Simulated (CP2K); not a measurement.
The C K edge of acetyl fluoride was computed by TDDFT (CP2K XAS_TDP, aug-cc-pVDZ, TDA) at these levels: PBE, PBEh(45%) and PBEh(45%) + GW2X. The first three lines of C1 (bonded to C and 3 H) with a strength over 0.0015, energy in eV and strength:

| run | first | second | third |
| --- | --- | --- | --- |
| 1 | 284.48 (0.004) | 285.31 (0.027) | 285.53 (0.025) |
| 2 | 291.17 (0.003) | 291.99 (0.027) | 292.22 (0.024) |
| 3 | 270.83 (0.005) | 270.87 (0.005) | 270.92 (0.002) |

Which run is which?

Run 1: PBEh(45%) (45 % exact exchange). Run 2: PBEh(45%) + GW2X (45 % exact exchange). Run 3: PBE (0 % exact exchange). Self-interaction lifts the core level, so the uncorrected lines rise with the share of exact exchange. The GW2X run keeps the spacings of its parent: 0.82 eV between the first two lines in run 2, 0.83 eV in run 1. Its shift is +6.69 eV, since the Kohn–Sham level at this share of exchange lies that far above the quasiparticle level.

[Hosts, paths, dates, database ids (printed as entryN), source tags and the programs' standing remarks are cut or masked in the printed files.]
